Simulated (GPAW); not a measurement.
FeB2W2 (Immm), Fe K edge of atom 3, with 4 B at 2.07 Å (distorted square planar, site symmetry mmm). Method: GPAW, LDA, excited-electron core hole (neutral cell), 25-atom cell with 6.3 Å between holes, 3×3×3 k points, dipole transitions, Gaussian full width 1.25 eV up to 4 eV, rising linearly to 3.5 eV at 25 eV, without spin-orbit coupling.

```
W Fe B
1.0
    -1.57603    2.28139    3.54962
     1.57603   -2.28139    3.54962
     1.57603    2.28139   -3.54962
W Fe B
2 1 2
Direct
  0.29680 0.79680 0.50000
  0.70320 0.20320 0.50000
  0.00000 0.00000 0.00000
  0.29343 0.50000 0.79343
  0.70657 0.50000 0.20657
```

Energy from the lowest empty level; a common scale on which the isotropic spectrum has a mean of 1 over the first 20 eV.

| E (eV) | curve 1 | curve 2 | curve 3 |
| --- | --- | --- | --- |
| -2.0 | 0.00 | 0.00 | 0.00 |
| -1.5 | 0.00 | 0.00 | 0.00 |
| -1.0 | 0.02 | 0.01 | 0.00 |
| -0.5 | 0.14 | 0.04 | 0.01 |
| 0.0 | 0.39 | 0.11 | 0.04 |
| 0.5 | 0.59 | 0.19 | 0.07 |
| 1.0 | 0.53 | 0.24 | 0.08 |
| 1.5 | 0.39 | 0.30 | 0.11 |
| 2.0 | 0.31 | 0.32 | 0.16 |
| 2.5 | 0.31 | 0.27 | 0.24 |
| 3.0 | 0.36 | 0.18 | 0.40 |
| 3.5 | 0.47 | 0.13 | 0.57 |
| 4.0 | 0.66 | 0.13 | 0.63 |
| 4.5 | 0.94 | 0.17 | 0.55 |
| 5.0 | 1.06 | 0.21 | 0.44 |
| 5.5 | 0.85 | 0.23 | 0.38 |
| 6.0 | 0.56 | 0.24 | 0.38 |
| 6.5 | 0.37 | 0.29 | 0.38 |
| 7.0 | 0.30 | 0.46 | 0.37 |
| 7.5 | 0.29 | 0.69 | 0.37 |
| 8.0 | 0.29 | 0.93 | 0.35 |
| 8.5 | 0.29 | 1.11 | 0.34 |
| 9.0 | 0.30 | 1.21 | 0.37 |
| 9.5 | 0.33 | 1.23 | 0.43 |
| 10.0 | 0.39 | 1.20 | 0.49 |
| 10.5 | 0.46 | 1.21 | 0.60 |
| 11.0 | 0.53 | 1.30 | 0.78 |
| 11.5 | 0.59 | 1.42 | 1.02 |
| 12.0 | 0.64 | 1.51 | 1.23 |
| 12.5 | 0.69 | 1.55 | 1.38 |
| 13.0 | 0.77 | 1.54 | 1.48 |
| 13.5 | 0.90 | 1.52 | 1.60 |
| 14.0 | 1.10 | 1.54 | 1.76 |
| 14.5 | 1.33 | 1.64 | 1.95 |
| 15.0 | 1.55 | 1.81 | 2.10 |
| 15.5 | 1.69 | 2.03 | 2.20 |
| 16.0 | 1.76 | 2.25 | 2.25 |
| 16.5 | 1.75 | 2.41 | 2.24 |
| 17.0 | 1.72 | 2.48 | 2.18 |
| 17.5 | 1.70 | 2.45 | 2.07 |
| 18.0 | 1.72 | 2.33 | 1.92 |
| 18.5 | 1.77 | 2.14 | 1.77 |
| 19.0 | 1.84 | 1.89 | 1.64 |
| 19.5 | 1.92 | 1.61 | 1.56 |
| 20.0 | 1.97 | 1.34 | 1.53 |
| 20.5 | 1.98 | 1.11 | 1.54 |
| 21.0 | 1.95 | 0.94 | 1.59 |
| 21.5 | 1.89 | 0.83 | 1.64 |
| 22.0 | 1.81 | 0.77 | 1.68 |
| 22.5 | 1.75 | 0.75 | 1.68 |
| 23.0 | 1.70 | 0.75 | 1.65 |
| 23.5 | 1.69 | 0.78 | 1.60 |
| 24.0 | 1.71 | 0.82 | 1.53 |
| 24.5 | 1.75 | 0.86 | 1.46 |
| 25.0 | 1.81 | 0.91 | 1.38 |
| 25.5 | 1.86 | 0.97 | 1.29 |
| 26.0 | 1.90 | 1.02 | 1.19 |
| 26.5 | 1.92 | 1.08 | 1.10 |
| 27.0 | 1.92 | 1.12 | 1.01 |
| 27.5 | 1.90 | 1.15 | 0.95 |
| 28.0 | 1.85 | 1.15 | 0.91 |
| 28.5 | 1.79 | 1.15 | 0.91 |
| 29.0 | 1.71 | 1.13 | 0.94 |
| 29.5 | 1.63 | 1.11 | 1.00 |
| 30.0 | 1.55 | 1.10 | 1.10 |
| 30.5 | 1.48 | 1.10 | 1.20 |
| 31.0 | 1.42 | 1.11 | 1.30 |
| 31.5 | 1.37 | 1.12 | 1.38 |
| 32.0 | 1.35 | 1.14 | 1.42 |

**Question.** The curves are for the electric vector along different Cartesian axes of the cell as given, averaged over the symmetry-equivalent atoms. Which is which?

Curve 1: along x, main maxima 0.6 eV (0.59), 4.9 eV (1.06), 16.2 eV (1.76), 20.4 eV (1.98) and 26.7 eV (1.93). Curve 2: along z, main maxima 1.9 eV (0.32), 17.1 eV (2.48) and 28.0 eV (1.15). Curve 3: along y, main maxima 3.9 eV (0.63), 16.2 eV (2.25) and 22.3 eV (1.68). A K edge sees empty p states. The weak features of the first eV are p character mixed into the empty d bands; the main 4p edge lies above them. Each direction probes the empty orbitals that point along it. The hole lies in one spin channel, while the script sums the empty states of both and takes the lower zero; where the two channels are split, this blurs and shifts the curve. Quadrupole 1s→3d transitions, which feed the pre-edge, are not in the dipole spectrum.

[Banner, clock and machine lines of the logs are left out without a mark of their own.]

[Logs are printed without paths, hosts, clocks, repeated set-up lines and the standing remarks that a program may print on its own settings, such as how far it seeks lower states.]

[Hosts, paths, dates, database ids (printed as entryN), source tags and the programs' standing remarks are cut or masked in the printed files.]

[Lists of maxima count a maximum above −3 eV only where it reaches 4 % of the highest in the window and stands out from its surroundings by 2 % of it (1.5 % where it reaches 55 %); shoulders and weaker maxima are passed over, and of the rest the first, up to two pre-edge ones and the few strongest are named.]
